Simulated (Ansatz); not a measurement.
In doubt: one-shot GW on d or f shells is unsure, so the values of those runs are not to be relied on.

Planning a GW calculation on LuVO4 (I4_1/a).

```xyz
12
Lattice="-2.4692 2.4692 5.4392 2.4692 -2.4692 5.4392 2.4692 2.4692 -5.4392" Properties=species:S:1:pos:R:3 pbc="T T T"
Lu    0.0000    0.0000    5.4392
Lu    2.4692    0.0000    2.7196
V     0.0000    0.0000    0.0000
V     0.0000    2.4692    2.7196
O     1.2068    1.7158    6.3299
O     0.7534    1.2068    3.6104
O     1.7158    1.2624   -1.8288
O     1.2624    0.7534    0.8908
O     1.2068   -0.7534    7.2680
O     0.7534    3.6760   -0.8908
O     1.7158   -1.2068    4.5484
O     1.2624    3.2227    1.8288
```

The cell is the Materials Project's (PBE, PBE+U or r2SCAN) relaxed one; the ions were relaxed with r2SCAN. Spin-orbit coupling is left out unless a run names it.

Runs so far (Ansatz 0.2.0, start r2SCAN, hard PAW files, 4×4×4 mesh). Times are wall times on 1 × NVIDIA H100 80GB HBM3 (shared by 3 runs) with 4 threads of AMD EPYC 7R13 (Zen 3), shared host, good to a factor of about two.

| bands summed | cutoff (eV) | gap on the mesh (eV) | time |
| --- | --- | --- | --- |
| 409 | 110 | 4.529 | 1.8 min |
| 850 | 190 | 4.492 | 2.9 min |
| 1398 | 270 | 4.491 | 4.9 min |

Question: What should the next rung give, with 2293 bands and screening to 380 eV, and where is the limit?

The error falls about as one over the bands when the cutoff rises with them. A line through the two highest rungs given predicts 4.491 eV; the run gave 4.484 eV, a miss of 0.007 eV, so the law fails here: the steps don't follow it yet. The two highest rungs put the limit near 4.473 eV, the pair below near 4.490 eV; neither can be trusted until a further rung is run.

Gaps are over the mesh's points; an edge off the mesh would be missed. Limits: not at the basis limit; no spin polarisation; d states lean on the start; no spin-orbit coupling.

[Paths, hosts, dates, memory and timing lines, banners, echoed tables and standing remarks are left out of the program output.]

[Logs are printed without paths, hosts, clocks, repeated set-up lines and the standing remarks that a program may print on its own settings, such as how far it seeks lower states.]

[Runs of the session that timed out or met a known fault of the program may be left out.]

[Cells called generated may have been cut or substituted from an entry of the Crystallography Open Database or the Materials Project.]

[Hosts, paths, dates, database ids (printed as entryN), source tags and the programs' standing remarks are cut or masked in the printed files.]
